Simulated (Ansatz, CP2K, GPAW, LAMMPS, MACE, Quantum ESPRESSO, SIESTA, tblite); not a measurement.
**Amorphous Ge (61 atoms): other programs against plane waves**

One geometry of amorphous Ge (61 atoms) is solved by several programs and methods. How far do their forces lie from a plane-wave PBE run?

Results are calculated, not measured.

### Step 1. The cell

The cell holds 61 atoms (61 Ge), with edges of 11.51, 11.51 and 11.51 Å. Recipe: 61 atoms (61 Ge) placed at random at 4.82 g/cm³, melted at 3500 K for 10 ps at fixed volume with the Tersoff potential (Tersoff, Phys. Rev. B 39, 5566 (1989)). Quenched from 3500 K to 100 K at 5 K/ps and fixed volume, held 5 ps, then minimised at fixed cell. The density is 4.82 g/cm³.

### Step 2. The reference input

Quantum ESPRESSO 7.5: Kohn-Sham DFT, PBE, SSSP efficiency 1.3.0 pseudopotentials, plane waves. Its input, pw.in:

```
&control
  calculation = 'scf'
  pseudo_dir = './pseudo'
  outdir = './tmp'
  disk_io = 'none'
  tprnfor = .true.
  tstress = .true.
/
&system
  ibrav = 0
  nat = 61
  ntyp = 1
  ecutwfc = 45
  ecutrho = 360
  nosym = .true.
  occupations = 'smearing'
  smearing = 'fd'
  degauss = 0.003675
/
&electrons
  conv_thr = 3.0e-07
  electron_maxstep = 100
  mixing_beta = 0.2
  mixing_mode = 'local-TF'
  diagonalization = 'david'
/
ATOMIC_SPECIES
Ge 72.630 Ge.upf
CELL_PARAMETERS angstrom
11.51210 0.00000 0.00000
0.00000 11.51210 0.00000
0.00000 0.00000 11.51210
ATOMIC_POSITIONS crystal
Ge 0.61375 0.27767 0.05761
Ge 0.20804 0.95453 0.23365
Ge 0.99885 0.97291 0.27892
Ge 0.62929 0.26978 0.72823
[... 55 atom lines left out ...]
Ge 0.50615 0.99373 0.91795
Ge 0.10786 0.63201 0.68839
K_POINTS gamma
```

```console
$ OMP_NUM_THREADS=1 mpirun -np 4 pw.x -in pw.in > output.txt
```

Wall time 3.4 min (4 MPI ranks of Arm Neoverse V1, shared host); peak memory 4.4 GiB.

It converged with an r.m.s. force component of 0.24 eV/Å and a pressure of 0.33 GPa.

### Step 3. What was run beside it

- CP2K 2026.2: Gaussian basis with GTH pseudopotentials and a plane-wave density; labels give functional, basis (MOLOPT sets; SR short-range, UZH the newer set with its own potentials), grid cutoff/relative cutoff and solver (OT: orbital transformation; TRS4, TC2, SIGN: linear-scaling purification with its sparsity filter), or its built-in tight binding.
- GPAW 26.7.0: PAW with atomic orbitals (LCAO), plane waves or a real-space grid of spacing h.
- MACE: machine-learned potential, published weights.
- Quantum ESPRESSO 7.5: plane waves; labels (QE) give functional, pseudopotential set and cutoffs of waves/density.
- SIESTA 5.4.2: numerical atomic orbitals, whose automatically made sets are far from complete, with PseudoDojo norm-conserving potentials that we converted to its format (checked against plane waves on the same files for H, C, O, Si, Ge and Ca alone); labels give functional, basis size, energy shift and mesh cutoff.
- tblite 0.8.0: extended tight binding, driven from Python.

All use the same cell and atoms, and the electronic-structure runs the same k-mesh.

### Step 4. Side by side

Differences are against the reference: forces as r.m.s. over components, share as that over the reference's r.m.s. force, slope as the fitted ratio of a run's forces to the reference's.

```
                                                              run  Δ force, r.m.s. (meV/Å)  share (%)  slope  Δ pressure (GPa)  cores  CPU time  memory (GiB)
                                                        reference                        -          -      -                 -      4    13 min           4.4
                CP2K PBE+D3, DZVP-UZH, 350/50 Ry, diagonalisation                     37.5       15.7  0.981             0.133      2   2.7 min           1.9
    CP2K PBE, DZVP-MOLOPT (SR for Ge), 350/50 Ry, diagonalisation                     21.8       9.11  0.995             0.972      2   1.9 min           1.8
          CP2K PBE, DZVP-UZH, 244/50 Ry, diagonalisation (coarse)                     27.6       11.6  0.996             0.718      2   2.6 min           1.4
          CP2K PBE, DZVP-UZH, 350/30 Ry, diagonalisation (coarse)                     27.6       11.6  0.995             0.721      2     2 min           1.8
                   CP2K PBE, DZVP-UZH, 350/50 Ry, diagonalisation                     27.6       11.6  0.995             0.718      2   2.7 min           1.8
                   CP2K PBE, DZVP-UZH, 489/50 Ry, diagonalisation                     27.6       11.6  0.996             0.718      2   3.6 min           2.9
     CP2K PBE, SZV-MOLOPT-SR, 350/50 Ry, diagonalisation (coarse)                      292        122  0.991             -4.48      1      75 s           1.7
CP2K PBEsol, PBE potentials, DZVP-UZH, 350/50 Ry, diagonalisation                     32.5       13.6  1.011            0.0632      2   2.7 min           1.8
  CP2K RPBE, PBE potentials, DZVP-UZH, 350/50 Ry, diagonalisation                     29.2       12.2  0.988              1.08      2   2.7 min           1.8
                                      GPAW PBE, LCAO dzp, h 0.2 Å                     42.9       17.9  1.058                 -      1     3 min           1.3
                GPAW PBE, LCAO dzp, h 0.2 Å, other mixer settings                     42.3       17.7  1.058                 -      1   3.9 min           1.2
                            GPAW PBE, LCAO dzp, h 0.25 Å (coarse)                     46.8       19.6  1.049                 -      1   2.1 min          0.86
                        GPAW PBE, LCAO szp(dzp), h 0.2 Å (coarse)                      121       50.5  1.169                 -      1   2.2 min           1.2
                                     GPAW RPBE, LCAO dzp, h 0.2 Å                     57.2       23.9  1.077                 -      1     3 min           1.3
                                      MACE MP-0b2 small potential                      193       80.9  0.374             -1.17      1     7.6 s          0.66
                                     MACE MP-0b3 medium potential                      189       79.1  0.402            -0.805      1       8 s          0.76
                                      MACE MPA-0 medium potential                      171       71.8  0.511            -0.742      1     8.6 s          0.75
                           QE PBE, dojo-0.4.1-standard, 80/320 Ry                     4.69       1.97  1.005             0.322      4    26 min           4.2
              SIESTA PBE, DZ, shift 0.01 Ry, mesh 300 Ry (coarse)                     72.1       30.2  1.018             0.343      1   1.8 min          0.76
             SIESTA PBE, DZP, shift 0.01 Ry, mesh 100 Ry (coarse)                      101       42.5  1.043               3.3      1      97 s          0.53
                      SIESTA PBE, DZP, shift 0.01 Ry, mesh 300 Ry                      101       42.1  1.060              1.97      1   4.5 min           1.2
              SIESTA PBE, SZ, shift 0.01 Ry, mesh 300 Ry (coarse)                      208       87.0  1.270              5.09      1      82 s          0.63
                      SIESTA PBE, TZP, shift 0.01 Ry, mesh 300 Ry                     87.1       36.5  1.052              1.41      2   6.8 min           1.6
                                                  tblite GFN1-xTB                      121       50.7  0.704             0.584      1       6 s          0.13
```

Rows marked coarse were listed beforehand as settings not expected to be converged; some can still land near the reference.

Times of the machine-learned potentials are mostly Python's start and the loading of weights.

Runs without a result: CP2K GFN1-xTB, diagonalisation (not converged).

CPU time is summed over cores on shared hosts, so it is rough.

### Step 5. Findings

Forces lie from 2.0 % (QE PBE, dojo-0.4.1-standard, 80/320 Ry) to 122 % (CP2K PBE, SZV-MOLOPT-SR, 350/50 Ry, diagonalisation, coarse) of the reference's r.m.s. force of 0.24 eV/Å away from it. Other PBE runs on plane waves or a grid: QE PBE, dojo-0.4.1-standard, 80/320 Ry 2.0 % of the r.m.s. force; the reference has errors of its own, so differences under a few per cent don't tell which side is nearer the exact PBE result. The PBE runs in local orbitals, coarse settings apart, differ by 9.1 % (CP2K PBE, DZVP-MOLOPT (SR for Ge), 350/50 Ry, diagonalisation) to 42 % (SIESTA PBE, DZP, shift 0.01 Ry, mesh 300 Ry); basis, grid and potentials can all enter. Tight binding differs by 51 % (tblite GFN1-xTB); it is another model, with fitted parameters of its own, and the xTB methods hold dispersion.

Machine-learned potentials differ by 72 % (MACE MPA-0 medium potential) to 81 % (MACE MP-0b2 small potential); they were trained on other programs' data. The reference samples few k-points for this cell, and its sampling error, which other DFT runs on the same mesh share, can be part of so large a difference. Among those trained on PBE data the slope goes as low as 0.37, with a correlation of 0.59, so directions differ as well as sizes. Rows with another functional or a dispersion term differ by 12 % (CP2K RPBE, PBE potentials, DZVP-UZH, 350/50 Ry, diagonalisation) to 24 % (GPAW RPBE, LCAO dzp, h 0.2 Å), which mixes the change of model with differences of basis and potentials, some of them made for another functional. Runs with settings chosen to be coarse differ by 12 % (CP2K PBE, DZVP-UZH, 244/50 Ry, diagonalisation) to 122 % (CP2K PBE, SZV-MOLOPT-SR, 350/50 Ry, diagonalisation), their programs' other errors included. From CP2K PBE, DZVP-UZH, 244/50 Ry, diagonalisation to the finer CP2K PBE, DZVP-UZH, 489/50 Ry, diagonalisation the share goes from 11.6 to 11.6 %, so the grid isn't what parts these runs from the reference. From GPAW PBE, LCAO dzp, h 0.25 Å to the finer GPAW PBE, LCAO dzp, h 0.2 Å, other mixer settings the share falls from 20 to 18 %. SIESTA PBE, DZP, shift 0.01 Ry, mesh 300 Ry lies farther from the reference (42 %) than the smaller basis of SIESTA PBE, DZ, shift 0.01 Ry, mesh 300 Ry (30 %). Pressures at PBE, coarse settings apart, lie +0.32 to +1.97 GPa from the reference's.

**Limits.** Periodic xTB results under one method name differ between programs and library versions. The potentials hold different valence shells: 854 electrons in the reference, 244 in CP2K with SZV-MOLOPT-SR and 244 in GPAW; this bears on time and differences. GPAW's setups keep the filled d shell of Ge in the core. The reference's pressure holds the uncorrected Pulay stress of its 45 Ry basis, so small pressure differences may be the reference's own error. Machine-learned potentials mimic data converged in k, so the reference's own k-point error enters their differences. The quench rate of 5 K/ps is many orders above laboratory rates, so the cell is likely richer in defects and strain than a real sample. The network of bonds at the start is that of the classical potential that made the cell, and needn't be the one that DFT or experiment would give. The reference's stress is far from hydrostatic: its diagonal is -1.9, 0.2, 2.7 GPa, compression counted positive. The electronic-structure runs sample only Γ, in a cell whose shortest periodic width is 12 Å, which is coarse for a cell with partly filled levels. Spin–orbit coupling is left out. Where levels are smeared, the DFT runs use Fermi–Dirac occupations at 580 K (0.05 eV), and energies are free energies. The reference's cutoffs and mesh weren't converged further here.

[Logs are printed without paths, hosts, clocks, repeated set-up lines and the standing remarks that a program may print on its own settings, such as how far it seeks lower states.]

[Hosts, paths, dates, database ids (printed as entryN), source tags and the programs' standing remarks are cut or masked in the printed files.]

[Cells were taken only where this reference lay near another plane-wave run.]
